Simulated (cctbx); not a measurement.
**A crystallographic session in cctbx: Tl2InF5**

Library: cctbx 2025.11. The data are simulated by the first script.

## 1. Simulate the data

run.py:

```python
from cctbx import adptbx, crystal, miller, sgtbx, xray
from cctbx.array_family import flex
from iotbx.shelx import hklf
from scitbx import matrix
import scitbx.random

cs = crystal.symmetry(unit_cell=(5.991, 5.991, 3.971, 90, 90, 90), space_group_symbol='Hall: -P 4 2')  # P4/mmm
atoms = [  # label, site, U (iso, or U11 U22 U33 U12 U13 U23 in A^2), occupancy
    ("Tl1", (0.5, 0, 0.5), 0.0059, 1),
    ("In1", (0, 0, 0), 0.0089, 1),
    ("F1", (0.2135, 0.2135, 0), 0.0121, 1),
    ("F2", (0, 0, 0.5), 0.0151, 1),
]
xs = xray.structure(crystal_symmetry=cs)
for label, site, u, occ in atoms:
    u = adptbx.u_cif_as_u_star(cs.unit_cell(), u) if isinstance(u, tuple) else u
    xs.add_scatterer(xray.scatterer(label, site=site, u=u, occupancy=occ))
xs.set_inelastic_form_factors(0.7749, "sasaki")
xs.show_summary()
p1 = xs.expand_to_p1()
ms = miller.build_set(p1, anomalous_flag=True, d_min=0.7)
flex.set_random_seed(747560)
scitbx.random.set_random_seed(747560)
ms = ms.select(flex.random_double(ms.size()) < 0.5)
i = ms.structure_factors_from_scatterers(p1, algorithm="direct").f_calc().as_intensity_array().data()
i = i * 20000 / flex.max(i)
sig = flex.sqrt(i + flex.pow2(0.015 * i) + 15 ** 2)
noise = scitbx.random.variate(scitbx.random.normal_distribution())(i.size())
data = ms.array(data=i + sig * noise, sigmas=sig).set_observation_type_xray_intensity()
with open("data.hkl", "w") as f:
    data.export_as_shelx_hklf(f)
print("reflections written:", data.size(), " <I/sigma> = %.1f" % flex.mean(data.data() / data.sigmas()))
for h, a, b in list(data.sort("data"))[:12]:
    print("%4d%4d%4d %9.1f %7.1f" % (h + (a, b)))
```

```console
$ python run.py
```

```text
Number of scatterers: 4
At special positions: 4
Unit cell: (5.991, 5.991, 3.971, 90, 90, 90)
Space group: P 4/m m m (No. 123)
reflections written: 882  <I/sigma> = 27.1
   2  -2   0   20226.9   332.0
   0   0  -2   19660.7   329.4
  -1   1  -1   17264.6   287.2
   1  -1   1   16870.7   287.2
  -1  -1  -1   16862.8   287.2
  -1  -1   1   16848.9   287.2
   1   1   1   16547.1   287.2
   0   2   0   14837.4   253.0
   0  -2   0   14752.5   253.0
   0   4   0   13421.0   230.8
  -2   2  -2   13414.8   230.8
   2   2  -2   13385.4   230.8
```

Run time: 0.22 s on 1 thread of Intel(R) Xeon(R) CPU @ 2.60GHz (Ice Lake) (shared host), peak memory 0.07 GiB.

## 2. Refinement (lightest element left out)

run.py:

```python
import math
from cctbx import adptbx, crystal, maptbx, sgtbx, xray
from cctbx.array_family import flex
from cctbx.xray import observations
from iotbx.shelx import hklf
from scitbx.lstbx import normal_eqns_solving
from smtbx import absolute_structure, utils
from smtbx.refinement import constraints, least_squares

cs = crystal.symmetry(unit_cell=(5.991, 5.991, 3.971, 90, 90, 90), space_group_symbol='Hall: -P 4 2')  # P4/mmm
atoms = [  # label, site, U (iso, or U11 U22 U33 U12 U13 U23 in A^2), occupancy
    ("Tl1", (0.5, 0, 0.5), 0.0200, 1),
    ("In1", (0, 0, 0), 0.0200, 1),
]
xs = xray.structure(crystal_symmetry=cs)
for label, site, u, occ in atoms:
    u = adptbx.u_cif_as_u_star(cs.unit_cell(), u) if isinstance(u, tuple) else u
    xs.add_scatterer(xray.scatterer(label, site=site, u=u, occupancy=occ))
xs.set_inelastic_form_factors(0.7749, "sasaki")
raw = hklf.reader(file_name="data.hkl").as_miller_arrays(crystal_symmetry=cs, anomalous=True)[0]
merged = raw.eliminate_sys_absent().merge_equivalents()
fo2 = merged.array().set_observation_type_xray_intensity()
print("Rint %.3f, %d unique reflections to %.2f A" % (merged.r_int(), fo2.size(), fo2.d_min()))
for sc in xs.scatterers():
    sc.flags.set_grad_site(True)
    sc.flags.set_grad_u_aniso(sc.flags.use_u_aniso())
    sc.flags.set_grad_u_iso(sc.flags.use_u_iso())
obs = fo2.as_xray_observations()
extra = {}
rep = constraints.reparametrisation(xs, [], utils.connectivity_table(xs), **extra)
ls = least_squares.crystallographic_ls(obs, rep, weighting_scheme=least_squares.mainstream_shelx_weighting(a=0, b=0))
print("cycle     R1     wR2    GooF  max shift (A)")
for cycle in range(8):
    ls.build_up()
    r1, wr2, goof = ls.r1_factor(cutoff_factor=2)[0], ls.wR2(), ls.goof()
    old = xs.sites_cart()
    normal_eqns_solving.levenberg_marquardt_iterations(ls, n_max_iterations=3, tau=1e-06, step_threshold=1e-7)
    big = flex.max((xs.sites_cart() - old).norms())
    print("%4d %7.4f %7.4f %7.3f %9.5f" % (cycle + 1, r1, wr2, goof, big))
    ls.build_up(objective_only=True)
    if abs(ls.wR2() - wr2) < 5e-5 and big < 5e-4:
        break
ls.build_up()
print("final R1 %.4f wR2 %.4f GooF %.3f  parameters %d  data/parameter %.1f" % (ls.r1_factor(cutoff_factor=2)[0], ls.wR2(), ls.goof(), ls.n_parameters, fo2.size() / ls.n_parameters))
cov = ls.covariance_matrix_and_annotations()
su = dict(zip(cov.annotations, (math.sqrt(max(v, 0)) for v in cov.matrix.matrix_packed_u_diagonal())))
a2 = cs.unit_cell().reciprocal_parameters()[0] ** -2
print("atom        x        y        z      Ueq    occ   su(xyz)  su(Uiso or U11)")
for sc in xs.scatterers():
    s = max(su.get(sc.label + k, 0) for k in (".x", ".y", ".z"))
    npd = "" if sc.is_positive_definite_u(cs.unit_cell()) else "  NPD"
    print("%-5s %8.5f %8.5f %8.5f %8.4f %6.3f %8.5f %7.4f%s" % ((sc.label,) + sc.site + (sc.u_iso_or_equiv(cs.unit_cell()), sc.occupancy, s, su.get(sc.label + ".uiso", su.get(sc.label + ".u11", 0) * a2), npd)))
fo = fo2.f_sq_as_f()
fc = fo.structure_factors_from_scatterers(xs, algorithm="direct").f_calc()
diff = fo.f_obs_minus_f_calc(1 / math.sqrt(ls.scale_factor()), fc).average_bijvoet_mates()
m = diff.fft_map(symmetry_flags=maptbx.use_space_group_symmetry, resolution_factor=0.25).apply_volume_scaling()
print("difference map: max %.2f min %.2f rms %.2f" % (m.statistics().max(), m.statistics().min(), m.statistics().sigma()))
peaks = m.peak_search(parameters=maptbx.peak_search_parameters(min_distance_sym_equiv=0.6, max_clusters=8)).all()
near = xs.closest_distances(peaks.sites(), distance_cutoff=4)
sps = cs.special_position_settings(min_distance_sym_equiv=0.5)
for k, (x, h) in enumerate(zip(peaks.sites(), peaks.heights())):
    ss = sps.site_symmetry(x)
    print("Q%-3d %7.4f %7.4f %7.4f %4d %7.2f  %.2f A from %s" % ((k + 1,) + tuple(t % 1 for t in ss.exact_site()) + (ss.multiplicity(), h, near.smallest_distances[k], xs.scatterers()[near.i_seqs[k]].label)))
```

```console
$ python run.py
```

```text
Rint 0.016, 157 unique reflections to 0.70 A
cycle     R1     wR2    GooF  max shift (A)
   1  0.1717  0.3788  27.567   0.00000
   2  0.0921  0.1915  13.939   0.00000
final R1 0.0921 wR2 0.1915 GooF 13.939  parameters 2  data/parameter 78.5
atom        x        y        z      Ueq    occ   su(xyz)  su(Uiso or U11)
Tl1    0.50000  0.00000  0.50000   0.0046  1.000  0.00000  0.0007
In1    0.00000  0.00000  0.00000   0.0083  1.000  0.00000  0.0012
difference map: max 26.99 min -1.85 rms 1.78
Q1    0.2131  0.2131  0.0000    4   27.87  1.81 A from In1
Q2    0.0000  0.0000  0.5000    1   26.99  1.99 A from In1
Q3    0.0000  0.0000  0.0000    1    7.09  0.00 A from In1
Q4    0.0000  0.5000  0.5000    2    5.04  0.00 A from Tl1
Q5    0.0000  0.2908  0.5000    4    1.01  1.25 A from Tl1
Q6    0.0594  0.1585  0.0962   16    0.96  1.08 A from In1
Q7    0.2031  0.2916  0.2176   16    0.93  2.07 A from Tl1
Q8    0.1637  0.1637  0.2175    8    0.80  1.63 A from In1
```

Time: 0.35 s.

Figures of merit this high mean that the model is still wrong or incomplete.

## 3. Refinement (whole model)

run.py, as its changes from the last script of this kind:

```diff
@@ -13,0 +14,2 @@
+    ("F1", (0.2142, 0.2142, 0), 0.0200, 1),
+    ("F2", (0, 0, 0.5), 0.0200, 1),
@@ -58 +60 @@
-peaks = m.peak_search(parameters=maptbx.peak_search_parameters(min_distance_sym_equiv=0.6, max_clusters=8)).all()
+peaks = m.peak_search(parameters=maptbx.peak_search_parameters(min_distance_sym_equiv=0.6, max_clusters=6)).all()
```

```console
$ python run.py
```

```text
Rint 0.016, 157 unique reflections to 0.70 A
cycle     R1     wR2    GooF  max shift (A)
   1  0.1341  0.2969  21.821   0.00615
   2  0.0063  0.0125   0.920   0.00000
final R1 0.0063 wR2 0.0125 GooF 0.920  parameters 5  data/parameter 31.4
atom        x        y        z      Ueq    occ   su(xyz)  su(Uiso or U11)
Tl1    0.50000  0.00000  0.50000   0.0059  1.000  0.00000  0.0000
In1    0.00000  0.00000  0.00000   0.0089  1.000  0.00000  0.0001
F1     0.21347  0.21347  0.00000   0.0117  1.000  0.00021  0.0004
F2     0.00000  0.00000  0.50000   0.0166  1.000  0.00000  0.0008
difference map: max 0.55 min -0.56 rms 0.12
Q1    0.0000  0.5000  0.0000    2    0.55  1.99 A from Tl1
Q2    0.3894  0.5000  0.3035    8    0.44  2.35 A from F1
Q3    0.1526  0.5000  0.1834    8    0.41  1.55 A from Tl1
Q4    0.0580  0.3178  0.0000    8    0.39  1.12 A from F1
Q5    0.0000  0.5000  0.2073    4    0.36  1.16 A from Tl1
Q6    0.5000  0.5000  0.1142    2    0.33  2.47 A from F1
```

Time: 0.38 s.

## 4. Simulate the data

run.py, as its changes from the last script of this kind:

```diff
@@ -18 +18 @@
-xs.set_inelastic_form_factors(0.7749, "sasaki")
+xs.switch_to_neutron_scattering_dictionary()
@@ -21 +21 @@
-ms = miller.build_set(p1, anomalous_flag=True, d_min=0.7)
+ms = miller.build_set(p1, anomalous_flag=True, d_min=0.8)
@@ -26 +26 @@
-i = i * 20000 / flex.max(i)
+i = i * 5000 / flex.max(i)
```

```console
$ python run.py
```

```text
Number of scatterers: 4
At special positions: 4
Unit cell: (5.991, 5.991, 3.971, 90, 90, 90)
Space group: P 4/m m m (No. 123)
reflections written: 592  <I/sigma> = 14.3
   0   0   2    4951.3   104.2
   2   2   0    4175.2    91.8
  -2   2   0    4172.3    91.8
   2  -2  -2    3883.5    85.6
  -2  -2  -2    3870.7    85.6
  -2   2   2    3841.8    85.6
  -2  -2   2    3756.0    85.6
   0   0  -4    3724.7    84.0
   2   2   2    3712.4    85.6
   0   0   4    3676.0    84.0
   0   2   1    3361.9    76.0
   2   0   1    3361.6    76.0
```

Time: 0.23 s.

## 5. Refinement (lightest element left out)

run.py, as its changes from the last script of this kind:

```diff
@@ -14,2 +13,0 @@
-    ("F1", (0.2142, 0.2142, 0), 0.0200, 1),
-    ("F2", (0, 0, 0.5), 0.0200, 1),
@@ -21 +19 @@
-xs.set_inelastic_form_factors(0.7749, "sasaki")
+xs.switch_to_neutron_scattering_dictionary()
@@ -60 +58 @@
-peaks = m.peak_search(parameters=maptbx.peak_search_parameters(min_distance_sym_equiv=0.6, max_clusters=6)).all()
+peaks = m.peak_search(parameters=maptbx.peak_search_parameters(min_distance_sym_equiv=0.6, max_clusters=8)).all()
```

```console
$ python run.py
```

```text
Rint 0.033, 110 unique reflections to 0.81 A
cycle     R1     wR2    GooF  max shift (A)
   1  0.6096  0.8805  36.126   0.00000
   2  0.5846  0.8594  35.260   0.00000
   3  0.5936  0.8614  35.339   0.00000
   4  0.5846  0.8594  35.260   0.00000
   5  0.5936  0.8614  35.339   0.00000
   6  0.5846  0.8594  35.260   0.00000
   7  0.5936  0.8614  35.339   0.00000
   8  0.5846  0.8594  35.260   0.00000
final R1 0.5936 wR2 0.8614 GooF 35.339  parameters 2  data/parameter 55.0
atom        x        y        z      Ueq    occ   su(xyz)  su(Uiso or U11)
Tl1    0.50000  0.00000  0.50000   0.0020  1.000  0.00000  0.0099
In1    0.00000  0.00000  0.00000   0.0087  1.000  0.00000  0.0234
difference map: max 43.74 min -36.67 rms 3.35
Q1    0.0000  0.0000  0.0000    1   43.74  0.00 A from In1
Q2    0.2241  0.2241  0.0000    4   32.92  1.90 A from In1
Q3    0.0000  0.0000  0.5000    1   31.34  1.99 A from In1
Q4    0.0000  0.5000  0.5000    2   22.73  0.00 A from Tl1
Q5    0.5000  0.5000  0.5000    1   17.63  3.00 A from Tl1
Q6    0.0000  0.4196  0.0000    4   10.03  2.04 A from Tl1
Q7    0.2137  0.2137  0.5000    4    9.50  2.14 A from Tl1
Q8    0.4239  0.4239  0.0000    4    5.47  3.26 A from Tl1
```

Time: 0.49 s.

Figures of merit this high mean that the model is still wrong or incomplete.

## 6. Refinement (whole model)

run.py, as its changes from the last script of this kind:

```diff
@@ -13,0 +14,2 @@
+    ("F1", (0.2151, 0.2151, 0), 0.0200, 1),
+    ("F2", (0, 0, 0.5), 0.0200, 1),
@@ -58 +60 @@
-peaks = m.peak_search(parameters=maptbx.peak_search_parameters(min_distance_sym_equiv=0.6, max_clusters=8)).all()
+peaks = m.peak_search(parameters=maptbx.peak_search_parameters(min_distance_sym_equiv=0.6, max_clusters=6)).all()
```

```console
$ python run.py
```

```text
Rint 0.033, 110 unique reflections to 0.81 A
cycle     R1     wR2    GooF  max shift (A)
   1  0.0964  0.1956   8.137   0.01380
   2  0.0124  0.0207   0.859   0.00000
final R1 0.0124 wR2 0.0207 GooF 0.859  parameters 5  data/parameter 22.0
atom        x        y        z      Ueq    occ   su(xyz)  su(Uiso or U11)
Tl1    0.50000  0.00000  0.50000   0.0060  1.000  0.00000  0.0001
In1    0.00000  0.00000  0.00000   0.0095  1.000  0.00000  0.0003
F1     0.21347  0.21347  0.00000   0.0122  1.000  0.00007  0.0002
F2     0.00000  0.00000  0.50000   0.0155  1.000  0.00000  0.0003
difference map: max 0.28 min -0.31 rms 0.07
Q1    0.5000  0.5000  0.1713    2    0.29  2.52 A from F1
Q2    0.1277  0.5000  0.3701    8    0.26  0.92 A from Tl1
Q3    0.0724  0.0724  0.0000    4    0.21  0.61 A from In1
Q4    0.0000  0.1643  0.3004    8    0.21  1.26 A from F2
Q5    0.3516  0.5000  0.0000    4    0.21  1.91 A from F1
Q6    0.3206  0.3206  0.0757    8    0.17  0.96 A from F1
```

It took 0.34 s on 1 thread of Intel(R) Xeon(R) CPU @ 2.60GHz (Ice Lake), with other jobs on the host, peak memory 0.09 GiB.

[Logs are printed without paths, hosts, clocks, repeated set-up lines and the standing remarks that a program may print on its own settings, such as how far it seeks lower states.]
